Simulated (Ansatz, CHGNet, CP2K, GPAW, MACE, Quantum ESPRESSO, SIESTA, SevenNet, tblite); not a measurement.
# tblite runs on Ge(100) slab, H on the bottom face, dimerised (80 atoms)

How near does tblite come to plane waves for Ge(100) slab, H on the bottom face, dimerised (80 atoms)?

Calculated with tblite 0.8.0; the method is named at each step.

### Step 1. The structure

The cell holds 80 atoms: 64 Ge and 16 H. Cell: a = 16.003 Å, b = 8.002 Å, c = 20.785 Å, α = 90.0°, β = 90.0°, γ = 90.0°. It derives from Ge (diamond-structure). Diamond-structure Ge (a = 5.658 Å), (100) slab of 8 atomic planes, 4 x 2 surface cells, H on the broken bonds of the bottom face, 10 Å of vacuum; top atoms paired into dimers, p(2x2) buckling; displaced by a Gaussian of 0.02 Å. Then every atom was moved at random, 0.05 Å r.m.s. a Cartesian component (hydrogen 0.6 of that). Regions: slab, 64 atoms (64 Ge); hydrogen, 16 atoms (16 H). Vacuum lies along c.

The yardstick, on the same geometry:

| Property | Result |
| --- | --- |
| method | Kohn-Sham DFT, PBE, PAW, plane waves (Ansatz 0.2.0); cutoff 420 eV, Γ point, fermi-dirac smearing of 0.05 eV; PAW set soft_2 |
| r.m.s. force component | 0.7716 eV/Å |
| longest force | 3.375 eV/Å |
| SCF cycles | 11 |
| time | 26 s on 8 threads of Arm Neoverse V2, shared host |
| CPU time | 3.3 min |

### Step 2. GFN1-xTB

Method: GFN1-xTB tight binding, diagonalisation.

The input, run.py:

```python
import numpy as np
from ase.io import read
from tblite.ase import TBLite

atoms = read("structure.xyz")
atoms.calc = TBLite(method="GFN1-xTB", electronic_temperature=580, accuracy=1.0, max_iterations=250, mixer_damping=0.1, verbosity=1)
energy = atoms.get_potential_energy()
forces = atoms.get_forces()
print(f"energy {energy:.6f} eV")
print("forces (eV/A)")
for i, (a, f) in enumerate(zip(atoms, forces)):
    print(f"{i:4d} {a.symbol:2s} {f[0]:10.5f} {f[1]:10.5f} {f[2]:10.5f}")
print("charges (e)")
print(np.array2string(atoms.get_charges(), precision=4, suppress_small=True, max_line_width=110, threshold=100000))
```

The input, structure.xyz:

```xyz
80
Lattice="16.00324 0.00000 0.00000 0.00000 8.00162 0.00000 0.00000 0.00000 20.78485" Properties=species:S:1:pos:R:3 pbc="T T T"
Ge 2.01737 2.00449 5.86548
Ge 15.89282 1.97688 7.27532
Ge 15.94659 3.97552 8.63216
Ge 1.93575 7.96945 10.20370
Ge 1.96936 2.05242 11.55825
Ge 0.08530 2.01633 12.96351
Ge 0.07361 0.00352 14.26672
Ge 2.00169 0.73823 15.85157
Ge 1.98968 6.00514 5.89334
Ge 15.99348 6.07027 7.24830
Ge 15.97699 7.99906 8.69680
Ge 2.10235 4.00177 10.01102
Ge 2.03097 6.04202 11.46264
Ge 15.98068 6.00089 12.98118
Ge 0.06529 3.93272 14.31369
Ge 2.03545 3.24402 15.17523
Ge 6.01434 1.99608 5.91183
Ge 3.93216 1.99024 7.24414
Ge 4.00001 4.08275 8.79220
Ge 5.98617 0.06785 10.17751
Ge 6.09675 1.95160 11.51377
Ge 4.06034 2.01929 13.00072
Ge 4.01057 7.98514 14.36067
Ge 5.95577 0.79352 15.02703
Ge 6.02170 5.98377 5.85676
Ge 3.95856 5.96897 7.22315
Ge 4.04466 7.87143 8.69139
Ge 5.98809 4.05066 10.09686
Ge 6.02330 5.97305 11.61187
Ge 4.01889 6.00538 12.97868
Ge 4.10179 3.89007 14.41263
Ge 6.10028 3.27402 15.76198
Ge 10.03387 2.00793 5.88274
Ge 8.07972 2.00049 7.26243
Ge 7.97890 3.95432 8.65336
Ge 10.08860 0.06665 10.04428
Ge 10.08044 1.96808 11.50067
Ge 8.05091 1.94367 12.87330
Ge 8.03683 0.04329 14.37439
Ge 10.05196 0.71478 15.86903
Ge 10.04731 5.98545 5.89396
Ge 7.99298 6.03666 7.32084
Ge 8.06147 7.92793 8.77245
Ge 10.00939 3.91303 10.14342
Ge 10.02699 5.99233 11.58589
Ge 7.99778 5.98617 12.91446
Ge 7.99650 4.05506 14.26132
Ge 10.03083 3.22257 15.07941
Ge 14.03068 1.99648 5.87027
Ge 12.00115 1.94727 7.24705
Ge 12.13478 3.98473 8.81007
Ge 14.09789 0.00136 10.07317
Ge 14.15503 2.15996 11.56864
Ge 11.95138 1.97928 12.96206
Ge 12.05108 7.97441 14.37252
Ge 14.01916 0.79552 15.14613
[... 20 atom lines left out ...]
H 14.01180 0.73951 4.98982
H 14.03292 3.24282 4.98566
H 14.03884 7.24747 5.01497
H 13.99659 4.75960 4.97818
```

The run is started by

```sh
> OMP_NUM_THREADS=1 python run.py > output.txt
```

The log of the run:

```text
------------------------------------------------------------
  cycle        total energy    energy error   density error
------------------------------------------------------------
      1     -110.6316481689  -1.1088072E+02   3.9924951E-01
      2     -114.2598492183  -3.6282010E+00   2.7579522E-01
      3     -114.3825580051  -1.2270879E-01   1.9562401E-01
      4     -115.8903783366  -1.5078203E+00   1.6296166E-01
      5     -114.6855454008   1.2048329E+00   1.3188194E-01
      6     -115.2638569044  -5.7831150E-01   7.6437263E-02
      7     -116.0841810483  -8.2032414E-01   1.8990959E-02
      8     -116.0991810674  -1.5000019E-02   1.4772684E-02
      9     -116.1105550272  -1.1373960E-02   1.1864137E-02
     10     -116.1125323326  -1.9773054E-03   6.6151930E-03
     11     -116.1160178798  -3.4855472E-03   2.1942820E-03
     12     -116.1160658884  -4.8008575E-05   1.5736385E-03
     13     -116.1161202497  -5.4361307E-05   7.3417122E-04
     14     -116.1161207784  -5.2873183E-07   4.7340770E-04
     15     -116.1161202420   5.3641217E-07   4.0505237E-04
     16     -116.1161254320  -5.1900034E-06   2.6519035E-04
     17     -116.1161319828  -6.5507999E-06   8.3386251E-05
     18     -116.1161322152  -2.3240851E-07   6.1473925E-05
     19     -116.1161322304  -1.5162627E-08   5.2560028E-05
     20     -116.1161322646  -3.4245787E-08   1.3967579E-05
------------------------------------------------------------
 total:                                   4.131 sec
energy -3159.680899 eV
forces (eV/A)
   0 Ge   -0.94698    0.16057    0.52496
   1 Ge    1.32963   -0.06630   -0.17162
   2 Ge    1.11160    0.55042   -0.34247
   3 Ge    0.47179    1.42414   -0.98166
   4 Ge    1.05875   -0.35435   -0.60833
   5 Ge   -0.20385   -0.53638   -0.59826
   6 Ge    0.79038   -0.02074    0.94567
   7 Ge    0.02043   -0.33891   -0.09702
   8 Ge   -0.29864    0.61462   -0.21386
   9 Ge    0.02313   -0.76434   -0.21036
  10 Ge    0.79648    0.11622   -0.44200
  11 Ge   -2.22845    0.09094    1.15831
  12 Ge   -0.22884   -1.32804    1.06191
  13 Ge    0.04131   -0.41002   -0.78612
  14 Ge   -2.02455    1.37254    0.41029
  15 Ge    0.45922   -1.15308    1.12861
  16 Ge   -0.00370    0.26774    0.15652
  17 Ge    0.84348   -0.08646    0.61688
  18 Ge    1.25140   -0.59247   -2.02780
  19 Ge    0.25705   -1.50760   -0.65995
  20 Ge   -0.68876    1.64449    0.19814
  21 Ge   -0.04845   -0.72257   -1.40350
  22 Ge   -2.98157   -0.82947   -0.00346
  23 Ge    1.56316    1.51596    1.15672
[...]
72 H    -0.02118    1.31996   -0.03605
  73 H     0.00372   -1.45696   -0.01202
  74 H    -0.00083    1.36024    0.01866
  75 H     0.09081   -1.00390   -0.15914
  76 H     0.07915    1.32238   -0.04685
  77 H     0.06891   -1.17784   -0.02938
  78 H    -0.09952   -1.29010    0.01909
  79 H    -0.03262    1.17831    0.03128
charges (e)
[ 0.1265 -0.0181 -0.0151 -0.0047 -0.0338  0.0361 -0.0708  0.0596  0.1378 -0.0265 -0.003  -0.0082 -0.0394
  0.0361 -0.0597  0.0992  0.1289 -0.0332 -0.0161  0.0024 -0.0435  0.0444 -0.0754  0.121   0.1307 -0.0065
 -0.0264  0.0034 -0.031   0.0466 -0.0579  0.0265  0.138  -0.021  -0.0109  0.0072 -0.0391  0.0179 -0.0809
  0.0794  0.1285 -0.0303 -0.0086 -0.0066 -0.0543  0.0366 -0.0578  0.1043  0.1322 -0.0358 -0.0133 -0.0309
 -0.0244  0.0511 -0.0636  0.0986  0.1325 -0.0233 -0.0077  0.0083 -0.0285  0.0474 -0.0607 -0.0094 -0.0512
 -0.0466 -0.0549 -0.0486 -0.0556 -0.0574 -0.0481 -0.0432 -0.0518 -0.0487 -0.0471 -0.0489 -0.0518 -0.0502
 -0.0518 -0.049 ]
```

Run time: 4.6 s. Hardware: 1 thread of Arm Neoverse V2, shared host; peak memory 0.15 GiB.

Banners, paths, timers and routine set-up lines are dropped from the logs unmarked, and long logs keep their key lines alone; longer cuts are marked.

Against the reference:

* r.m.s. force component: 0.8334 eV/Å
* r.m.s. difference of force components: 285.8 meV/Å
* longest difference of force vectors: 1022 meV/Å
* force difference over r.m.s. force: 37.04 %
* slope of forces against the reference's: 1.015
* correlation of force components: 0.9394

Length of the force difference by element (eV/Å):

```
element  atoms  mean  most
     Ge     64  0.31   1.0
      H     16  0.83  0.95
```

The surroundings of Ge63, which bears the longest force among the free atoms, nearest first, numbered as they follow in the input and with coordinates relative to it.

```
atom      x      y      z  distance (Å)  bonds  Mulliken charge (e)     Fx     Fy  Fz (eV/Å)
Ge63   0.00   0.00   0.00          0.00      4                -0.06   3.60   1.92      -0.98
Ge48  -1.97  -0.70   0.61          2.18      3                 0.10  -2.72  -1.67       1.25
Ge54  -0.05  -1.94  -1.51          2.46      4                 0.05   0.85  -0.14      -0.35
Ge64   2.02  -0.77   1.26          2.50      3                -0.01   0.20   0.65       0.45
Ge62   0.02   2.13  -1.51          2.61      4                 0.05  -0.01  -0.92       0.21
Ge56   2.02  -3.13   0.68          3.79      3                 0.10   1.10   0.41       0.46
Ge55   0.05  -3.95  -0.10          3.95      4                -0.06  -1.90  -0.12       0.13
Ge40  -1.95  -3.21   1.40          4.01      3                 0.08  -0.08  -0.20      -0.13
Ge47  -4.00   0.13  -0.21          4.01      4                -0.06  -0.91  -0.87       0.51
```

Atoms are counted from 1 here, from 0 in the log.

Forces lie 37 % from the reference's, at 0.024 times its CPU time (on 1 against 8 cores).

The difference per atom is largest on H (0.83 eV/Å on average, against 0.31 on Ge).

Further runs of this program without a result: tblite GFN2-xTB (not converged).

### Step 3. What came out

| Item | Value |
| --- | --- |
| force difference from the reference | tblite GFN1-xTB, 37 % |
| its CPU time | 4.6 s |

Tight binding differs by 37 % (tblite GFN1-xTB); it is another model, with fitted parameters of its own, and the xTB methods hold dispersion. One electronic-structure run takes under half the reference's CPU time: tblite GFN1-xTB, at 37 % in 4.6 s against 3.3 min. Periodic xTB results under one method name differ between programs and library versions. The runs have no spin polarisation, so any moments at edges, vacancies or dangling bonds can't form. The electronic-structure runs sample only Γ, in a cell whose shortest periodic width is 8 Å, which is coarse for a cell with partly filled levels.

[Also dropped from logs without a mark: logging warnings of Python, and SIESTA's first energy breakdown and zero terms.]

[Logs are printed without paths, hosts, clocks, repeated set-up lines and the standing remarks that a program may print on its own settings, such as how far it seeks lower states.]

[Hosts, paths, dates, database ids (printed as entryN), source tags and the programs' standing remarks are cut or masked in the printed files.]
